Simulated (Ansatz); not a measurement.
# How fast states decay through LuCuSeS, part 2 of 3

Wanted: the relaxed cell of LuCuSeS, its band edges and its decay constants. It is built by putting Se for part of the S in the LuCuS2 structure of space group P3m1, with the volume rescaled by atomic radii. The parent structure comes from the Materials Project.

Ansatz 0.2.0; PBE DFT, plane waves, PAW files (the session's first sound run).

So far. Step 2 (Relaxing the new crystal): The largest force component on a free atom ends at 0.019 eV/Å.

The structure was built from a prototype and need not be the compound's stable phase.

## 3. Band edges

The energy window and the wavevectors of the next steps follow from the band edges, so these are searched first, off the mesh as well.

The input, input.yaml:

```yaml
crystal:
  lattice:
    - [3.9175827045, 0.0, 0.0]
    - [-1.9587913523, 3.3927261436, 0.0]
    - [0.0, 0.0, 6.315976869]
  atoms:
    - { symbol: Lu, position: [0.3333333333, 0.6666666667, 0.017576528] }
    - { symbol: Cu, position: [0.6666666667, 0.3333333333, 0.3833713219] }
    - { symbol: Se, position: [0.6666666667, 0.3333333333, 0.7706876931] }
    - { symbol: S, position: [0.0, 0.0, 0.271364457] }
kpoints:
  mp_grid: { grid: [8, 8, 4] }
  band_path: { path: [VBM, CBM], npoints: 30 }
scf:
  occupations: { method: fixed }
hamiltonian:
  xc: pbe
output:
  eigenvalues: true
  write_potential: true
  write_density: true
  volumetric_format: npy
  elf: true
```

Run with:

```sh
ansatz run input.yaml --threads 2 --pin off --max-ram 4096MiB --backend cpu --events-out ev --progress --plain --runs-dir out
```

Numbers of over 12 decimals in the logs are rounded to 6 here.

The program printed:

```text
[...]
Crystal: 4 atoms, lattice volume = 83.947 Å³
Basis set: ecut = 420 eV, 1653 PW (Γ)
Bands: 40, of which v1, the nominal top of the filled ones, is band 33 counted from 1 (32 counted from 0)
Symmetry: 6 space group operations
[...]
k-points: 35 of 256 (time reversal used)
[...]
SCF iter   1: F=—  HF=-27733.675240 eV  |F-HF|=—  |Δ(HF+E_count)|=         —  Δρ=1.54e-3  dr2=1.43e-3  ethr=1.77e-3  ⟨swp⟩=5.1  Hψ=5547  notcnv=0  defer=160
[...]
SCF iter   8: F=-27733.673993 eV  HF=-27733.673993 eV  |F-HF|=4.57e-8  |Δ(HF+E_count)|=   1.04e-7  Δρ=1.09e-5  dr2=8.85e-8  ethr=1.52e-10  ⟨swp⟩=11.7  Hψ=7778  notcnv=0
SCF 1 converged in 8 iterations: F = -27733.673993 eV  dr2 = 8.85e-8
[...]
NSCF: frozen V_eff on 34 k-points
[...]
SCF converged after 8 iterations
Free energy (F): -27733.673993 eV
[...]
Internal energy: -27733.673993 eV  (E = F + TS)
E sigma→0 (E₀):  -27733.673993 eV
Fermi energy:    10.793837 eV
[...]
--- Band table (eV; the first three rows and the last of 35) ---
  k-point 0: bands = [... 29 lower, 9.1616, 10.5399, 10.7938, 10.7938, 12.1498, 13.2853, 13.3683, 13.3683, ... 3 higher]
  k-point 1: bands = [... 29 lower, 9.3032, 9.9217, 10.5798, 10.5798, 12.4065, 13.3070, 13.3070, 13.8925, ... 3 higher]
  k-point 2: bands = [... 29 lower, 9.4941, 9.5227, 10.3213, 10.3213, 12.4720, 13.2568, 13.2568, 14.5054, ... 3 higher]
  k-point 34: bands = [... 29 lower, 8.7094, 9.0526, 9.2933, 9.6085, 13.0860, 14.2386, 14.6145, 15.2536, ... 3 higher]
```

The job ended after 21 s (2 threads of Arm Neoverse V2, shared host; peak memory 0.42 GiB; 41 s of CPU time).

In the SCF lines HF is the Harris–Foulkes energy and dr2 the Hartree energy of the density residual, in eV; the loop may stop once dr2 is under the threshold and the program's other checks hold. Hψ counts applications of the Hamiltonian.

This step gave:

```yaml
free_energy: -27733.6740 eV
fermi_energy: 10.79 eV
gap_on_the_k_mesh: 1.213 eV
gap_on_path: 1.213 eV, by band count; negative where bands overlap
direct_gap_on_path: 1.356 eV
edge_places_on_path: 0, 1.051 1/A along the path
```

Electronic bands along the path, in eV, zero at the Fermi level (highest filled level under fixed occupations); v1 is the highest filled band, c1 the lowest empty one:

```tsv
point	v4	v3	v2	v1	c1	c2	c3	c4
VBM	-1.63	-0.25	0.00	0.00	1.36	2.49	2.57	2.57
halfway	-1.54	-1.41	-1.10	-1.05	1.61	3.03	3.66	4.04
CBM	-2.04	-2.02	-0.86	-0.78	1.21	3.09	3.91	4.49
```

Electrostatic potential energy in the ac plane at fractional y = 0.333, with atoms of Cu and Se within 0.2 Å of it. With pseudopotentials it is smooth inside the atoms' cores, unlike the true potential.

Values in eV, 22 rows by 14 columns, each cell a mean:
```
  8   6   4   5   7   9  11  11  10   9   9  10  11  10
  9   8   7   7   9  10  10   6   1  -2  -1   4   9  10
 11  11  10  10  11  10   6  -5  -8  -7  -8  -7   2   9
 12  12  12  12  12   9   0  -8  -2   2   0  -6  -5   7
 12  14  14  14  13   9  -3  -6   2   5   4  -3  -7   5
 13  14  15  15  14  10  -1  -7   0   4   3  -4  -6   6
 14  15  15  15  14  12   4  -7  -6  -3  -5  -8  -1   9
 15  15  15  15  15  13  10   2  -4  -7  -6  -1   8  12
 15  15  15  15  15  14  13  10   7   5   6   9  12  14
 15  15  15  15  15  14  13  11   8   6   7  10  12  14
 14  15  15  15  15  13  11   6  -3  -8  -6   3  10  13
 13  14  15  14  14  12   7 -11 -28 -35 -32 -18   2  10
 13  14  14  14  13  11   2 -24 -37 -38 -38 -31  -6   8
 12  12  12  12  12  10   0 -27 -38 -38 -38 -33  -8   7
 11  11  10  11  11  10   4 -18 -34 -38 -36 -25  -2   8
 11  10   9  10  11  11   9  -1 -14 -21 -18  -6   6  10
 11   9   9   9  10  11  11   9   5   3   4   8  10  11
 10   9   9   9  10  11  12  12  11  11  11  12  12  12
 10   8   8   8   9  11  12  12  13  13  13  13  12  11
  8   7   6   6   7  10  11  12  13  13  13  13  12  10
  7   4   3   4   6   9  11  12  13  13  13  13  11  10
  7   4   2   3   5   8  10  12  13  13  13  12  11  10
```
Columns run along a (3.9 Å; values clipped at the 3rd and 97th percentile), rows up along c (6.3 Å). Atoms in or near the plane, at fractional coordinates: Cu at (0.67, 0.38), Se at (0.67, 0.77).

ELF in the ac plane at fractional y = 0.333, with atoms of Cu and Se within 0.2 Å of it. It is the smooth field of the valence electrons, not physical close to the nuclei.

Ten even steps from '_' (0.02) to '@' (0.84), each cell a mean:
```
__________::==##########++--
::______..==##%%%%%%%%%%%%**
++..__..--##@@@@%%####%%@@%%
##--....++%%@@%%**==++%%@@@@
##--..::**@@@@%%==..::**@@@@
##--__..++%%@@%%++::==##@@@@
++::__..==##%%@@%%####%%@@%%
--..____::**%%@@@@@@@@@@%%##
..______..--++##########**==
__________..::::::::::::::..
__________..................
....::........::--==--::....
::--==--::....::++%%##--....
--++****==::..--**@@%%==....
==**####++::..::==**++::..::
++##%%##**--....::::::....::
**######**==::....::....::--
==++++++++--::::::::::::::--
::::::::::::..............::
..........____..........____
____....______..::::::..____
____....____..--======--::__
```
Columns run along a (3.9 Å), rows up along c (6.3 Å). Atoms in or near the plane, at fractional coordinates: Cu at (0.67, 0.38), Se at (0.67, 0.77).

Valence density in the ac plane at fractional y = 0.333, with atoms of Cu and Se within 0.2 Å of it. It is the smooth field of the valence electrons, not physical close to the nuclei.

Ten steps, logarithmic in the rise over the least value, from '_' (0 e/Å³) to '@' (50 e/Å³), each cell a mean:
```
__________________....______
______________............__
____________..::--==--::....
__________....--++##**==::..
__________....==##@@%%++::..
__________....==**%%##++::..
____________..::==++++--..__
______________..::::::....__
______________..........____
________________......______
______________....::::..____
______________--++**++--..__
____________..==##@@%%++::__
____________..++%%@@@@**::..
____________..--**%%##==....
__......______..--==--::..__
__......________......______
____________________________
____________________________
____________________________
____________________________
____________________________
```
Columns run along a (3.9 Å), rows up along c (6.3 Å). Atoms in or near the plane, at fractional coordinates: Cu at (0.67, 0.38), Se at (0.67, 0.77).

The searched edges give 1.21 eV, as on the mesh.

## 4. Decaying states in the gap, plane (001), k-mesh 8×8×4

This step: PBE DFT, plane waves, PAW files; complex bands by layer matching along the plane's normal (Ansatz 0.2.0).

The same crystal is laid in a cell whose first two vectors span the (001) plane (indices of the standard conventional cell, whose axes can be ordered otherwise than in the bulk input). At fixed energy and wavevector in the plane the solver finds all kz, real and complex. A few wavevectors are listed, (0, 0), (-0.5, 0) and (0.5, 0) (two of them one point) in units of the plane's reciprocal vectors; the slowest state needn't be among them.

The input, input.yaml:

```yaml
crystal:
  lattice:
    - [3.917582705, 0.0, 0.0]
    - [1.958791352, 3.392726144, 0.0]
    - [0.0, 0.0, 6.315976869]
  atoms:
    - { symbol: Lu, position: [0.6666666667, 0.6666666667, 0.017576528] }
    - { symbol: Cu, position: [0.3333333333, 0.3333333333, 0.3833713219] }
    - { symbol: Se, position: [0.3333333333, 0.3333333333, 0.7706876931] }
    - { symbol: S, position: [0.0, 0.0, 0.271364457] }
kpoints:
  mp_grid: { grid: [8, 8, 4] }
scf:
  occupations: { method: fixed }
hamiltonian:
  xc: pbe
output:
  eigenvalues: true
  transmission:
    leads: [[0, 0]]
    kpoints: [[0.0, 0.0], [-0.5, 0.0], [0.5, 0.0]]
    e_range: [-1.0, 2.21]
    de: 0.06
```

The program printed:

```text
[...]
Crystal: 4 atoms, lattice volume = 83.947 Å³
Basis set: ecut = 420 eV, 1653 PW (Γ)
Bands: 40, of which v1, the nominal top of the filled ones, is band 33 counted from 1 (32 counted from 0)
Symmetry: 6 space group operations
[...]
k-points: 35 of 256 (time reversal used)
[...]
SCF iter   1: F=—  HF=-27733.675240 eV  |F-HF|=—  |Δ(HF+E_count)|=         —  Δρ=1.54e-3  dr2=1.43e-3  ethr=1.77e-3  ⟨swp⟩=5.1  Hψ=5547  notcnv=0  defer=160
[...]
SCF iter   8: F=-27733.673993 eV  HF=-27733.673993 eV  |F-HF|=4.58e-8  |Δ(HF+E_count)|=   1.04e-7  Δρ=1.09e-5  dr2=8.87e-8  ethr=1.52e-10  ⟨swp⟩=11.6  Hψ=7777  notcnv=0
SCF 1 converged in 8 iterations: F = -27733.673993 eV  dr2 = 8.87e-8
[...]
transmission: 9 of 27 steps passed
transmission: 18 of 27 steps passed
transmission: 27 of 27 steps passed
SCF converged after 8 iterations
Free energy (F): -27733.673993 eV
[...]
Internal energy: -27733.673993 eV  (E = F + TS)
E sigma→0 (E₀):  -27733.673993 eV
Fermi energy:    10.793837 eV
[...]
--- Band table (eV; the first three rows and the last of 35) ---
  k-point 0: bands = [... 29 lower, 9.1616, 10.5399, 10.7938, 10.7938, 12.1498, 13.2853, 13.3683, 13.3683, ... 3 higher]
  k-point 1: bands = [... 29 lower, 9.3032, 9.9217, 10.5798, 10.5798, 12.4065, 13.3070, 13.3070, 13.8925, ... 3 higher]
  k-point 2: bands = [... 29 lower, 9.4941, 9.5227, 10.3213, 10.3213, 12.4720, 13.2568, 13.2568, 14.5054, ... 3 higher]
  k-point 34: bands = [... 29 lower, 8.7094, 9.0526, 9.2933, 9.6085, 13.0860, 14.2386, 14.6145, 15.2536, ... 3 higher]
--- Transmission ---
  basis      : 121 plane waves across, 9 finite elements along
  points     : 3, as listed
  energies   : 54 from -1.000000 to 2.180000 eV about the Fermi level, 0.060000 eV apart; the leads are filled to 0.606745 eV, and channels, transmission and decay are at 0.620000 eV
  crystal 0  : Se1Lu1S1Cu1, at the sites [0, 0], period 6.3160 Å: whole cells are its period
    offset         : up to 0.0000 Å between an atom of the period and one for which it stands
    channels       : 0.000000e0 a spin
    conductance    : none, the energies end too early or step too widely for 300 K: set another output.transmission.e_range or a lower de, or, where they end at an eighth of basis.ecutwfc, a higher one
    slowest decay  : 0.1539 /Å at (0.0000, 0.0000)
```

Wall time 20 s (2 threads); peak memory 0.46 GiB.

Numbers from this step:

- level to which the leads are filled: 0.6067 eV from the Fermi level
- decay constant at the filling level, zone centre: 0.1538 Å⁻¹
- decay constant at the filling level, slowest listed point: 0.1539 Å⁻¹

K parallel (0, 0); values up to 1.5 1/Å, a degenerate pair printed once or twice; energies at which all values exceed this have no row. The Im kz of the slowest decaying states by energy, zero at the highest filled level on the SCF mesh:

```tsv
energy (eV)	decay 1 (Å⁻¹)	decay 2 (Å⁻¹)	decay 3 (Å⁻¹)	decay 4 (Å⁻¹)
-1.00	0.182	0.827	0.897	0.927
-0.82	0.182	0.827	0.885	0.947
-0.70	0.163	0.826	0.876	0.961
-0.52	0.0852	0.823	0.863	0.984
-0.34	0.819	0.849	1.01	-
-0.22	0.0441	0.814	0.839	1.03
-0.04	0.103	0.806	0.825	1.07
0.02	0.0698	0.114	0.803	0.820
0.14	0.13	0.178	0.797	0.809
0.26	0.141	0.234	0.789	0.799
0.44	0.151	0.291	0.776	0.783
0.56	0.154	0.318	0.765	0.771
0.74	0.152	0.351	0.747	0.754
0.92	0.144	0.375	0.724	0.736
1.04	0.133	0.388	0.706	0.723
1.22	0.0994	0.404	0.672	0.702
1.40	0.416	0.622	0.68	0.803
1.52	0.422	0.572	0.663	0.762
1.70	0.209	0.364	0.430	0.633
1.88	0.394	0.436	0.579	0.628
2.00	0.273	0.440	0.564	0.574
2.18	0.182	0.446	0.472	0.617
```

K parallel (-0.5, 0); values up to 1.5 1/Å, a degenerate pair printed once or twice; energies at which all values exceed this have no row. Table of Im kz of the slowest decaying states by energy, zero at the highest filled level on the SCF mesh:

```tsv
energy (eV)	decay 1 (Å⁻¹)	decay 2 (Å⁻¹)	decay 3 (Å⁻¹)	decay 4 (Å⁻¹)
-1.00	0.565	0.815	1.14	1.35
-0.82	0.116	0.554	0.876	1.18
-0.70	0.0757	0.216	0.547	0.933
-0.52	0.130	0.299	0.537	1.10
-0.34	0.161	0.354	0.525	1.04
-0.22	0.177	0.382	0.517	1.02
-0.04	0.194	0.416	0.504	0.987
0.02	0.199	0.426	0.499	0.978
0.14	0.207	0.443	0.489	0.858
0.26	0.212	0.458	0.478	0.801
0.44	0.218	0.459	0.476	0.735
0.56	0.219	0.445	0.486	0.697
0.74	0.215	0.420	0.498	0.641
0.92	0.202	0.392	0.507	0.584
1.04	0.179	0.370	0.512	0.543
1.22	0.334	0.464	0.517	1.12
1.40	0.265	0.303	0.520	1.12
1.52	0.288	0.333	0.521	1.11
1.70	0.272	0.369	0.520	1.11
1.88	0.258	0.383	0.518	1.10
2.00	0.250	0.386	0.516	1.09
2.18	0.236	0.384	0.511	1.07
```

K parallel (0.5, 0); values up to 1.5 1/Å, a degenerate pair printed once or twice; energies at which all values exceed this have no row. Im kz of the slowest decaying states against energy, zero at the highest filled level on the SCF mesh:

```tsv
energy (eV)	decay 1 (Å⁻¹)	decay 2 (Å⁻¹)	decay 3 (Å⁻¹)	decay 4 (Å⁻¹)
-1.000	0.565	0.815	1.14	1.35
-0.820	0.116	0.554	0.876	1.18
-0.580	0.116	0.275	0.540	1.06
-0.400	0.152	0.337	0.529	1.06
-0.220	0.177	0.382	0.517	1.02
0.020	0.199	0.426	0.499	0.978
0.200	0.210	0.451	0.483	0.827
0.380	0.216	0.465	0.470	0.756
0.620	0.218	0.437	0.490	0.678
0.800	0.212	0.411	0.501	0.623
0.980	0.193	0.381	0.510	0.564
1.220	0.334	0.464	0.517	1.12
1.400	0.265	0.303	0.520	1.12
1.580	0.282	0.349	0.521	1.11
1.820	0.263	0.380	0.519	1.10
2.000	0.250	0.386	0.516	1.09
```

At the listed wavevectors the last open channel is at -0.04 eV and the next at +1.22 eV on the grid. At +0.62 eV, the grid energy nearest the filling level (the middle of the gap on the SCF mesh), the slowest state at the listed wavevectors decays with κ = 0.154 Å⁻¹, its amplitude falling by e over 6.5 Å. Through 1 nm of this crystal that state's transmission falls by exp(−2 × 0.154 Å⁻¹ × 10 Å) = 0.046.

## 5. Decay over the two-dimensional zone

The listed points could miss the slowest state, so one energy near mid-gap is solved on a mesh of 10×10.

Edit input.yaml of step 4 so:

```diff
@@ -18,6 +18,2 @@
   eigenvalues: true
-  transmission:
-    leads: [[0, 0]]
-    kpoints: [[0.0, 0.0], [-0.5, 0.0], [0.5, 0.0]]
-    e_range: [-1.0, 2.21]
-    de: 0.06
+  transmission: { leads: [[0, 0]], kmesh: [10, 10], e_range: [0.61, 0.62], de: 0.05 }
```

The program printed:

```text
[...]
Crystal: 4 atoms, lattice volume = 83.947 Å³
Basis set: ecut = 420 eV, 1653 PW (Γ)
Bands: 40, of which v1, the nominal top of the filled ones, is band 33 counted from 1 (32 counted from 0)
Symmetry: 6 space group operations
[...]
k-points: 35 of 256 (time reversal used)
[...]
SCF iter   1: F=—  HF=-27733.675240 eV  |F-HF|=—  |Δ(HF+E_count)|=         —  Δρ=1.54e-3  dr2=1.43e-3  ethr=1.77e-3  ⟨swp⟩=5.1  Hψ=5547  notcnv=0  defer=160
[...]
SCF iter   8: F=-27733.673993 eV  HF=-27733.673993 eV  |F-HF|=4.58e-8  |Δ(HF+E_count)|=   1.04e-7  Δρ=1.09e-5  dr2=8.87e-8  ethr=1.52e-10  ⟨swp⟩=11.6  Hψ=7777  notcnv=0
SCF 1 converged in 8 iterations: F = -27733.673993 eV  dr2 = 8.87e-8
[...]
transmission: 27 of 126 steps passed
transmission: 54 of 126 steps passed
[...]
transmission: 126 of 126 steps passed
SCF converged after 8 iterations
Free energy (F): -27733.673993 eV
[...]
Internal energy: -27733.673993 eV  (E = F + TS)
E sigma→0 (E₀):  -27733.673993 eV
Fermi energy:    10.793837 eV
[...]
--- Band table (eV; the first three rows and the last of 35) ---
  k-point 0: bands = [... 29 lower, 9.1616, 10.5399, 10.7938, 10.7938, 12.1498, 13.2853, 13.3683, 13.3683, ... 3 higher]
  k-point 1: bands = [... 29 lower, 9.3032, 9.9217, 10.5798, 10.5798, 12.4065, 13.3070, 13.3070, 13.8925, ... 3 higher]
  k-point 2: bands = [... 29 lower, 9.4941, 9.5227, 10.3213, 10.3213, 12.4720, 13.2568, 13.2568, 14.5054, ... 3 higher]
  k-point 34: bands = [... 29 lower, 8.7094, 9.0526, 9.2933, 9.6085, 13.0860, 14.2386, 14.6145, 15.2536, ... 3 higher]
--- Transmission ---
  basis      : 121 plane waves across, 9 finite elements along
  points     : 14, standing for a mesh of 10 x 10
  energies   : 1 from 0.610000 to 0.610000 eV about the Fermi level; the leads are filled to 0.606745 eV, and channels, transmission and decay are at 0.610000 eV
[...]
channels       : 0.000000e0 a spin
    conductance    : none, crystal 0 has no channel at the energies, or these end too early or step too widely for 300 K: set another output.transmission.e_range or a lower de, or, where they end at an eighth of basis.ecutwfc, a higher one
    slowest decay  : 0.1539 /Å at (0.0000, 0.0000)
```

The job ended after 9.4 s (2 threads; peak memory 0.5 GiB; 18 s of CPU time).

Numbers from this step:

- least decay constant on the mesh: 0.1539 Å⁻¹

Slowest decay constant (1/Å; 0 where a channel is open) over k1 and k2. At 0.6100 eV from the Fermi level.

Ten even steps from '_' (0.154) to '@' (0.378):
```
==**##**==--++@@++--
**####**++==####==++
******@@##==**==##@@
====++##**::::**##++
::--====::__::====--
==++##**::::**##++==
**@@##==**==##@@****
**++==####==++**####
==--++@@++--==**##**
::==****==::==****==
```
Columns: k1 (b1) from -0.5 to 0.4; rows upwards: k2 (b2) from -0.5 to 0.4.

The least value on the mesh is 0.154 Å⁻¹ at +0.61 eV. At that energy the listed points give about 0.154 Å⁻¹ by interpolation, so the mesh holds no clearly slower state.

(Part 2 of 3 ends here.)

[Logs are printed without paths, hosts, clocks, repeated set-up lines and the standing remarks that a program may print on its own settings, such as how far it seeks lower states.]

[Hosts, paths, dates, database ids (printed as entryN), source tags and the programs' standing remarks are cut or masked in the printed files.]
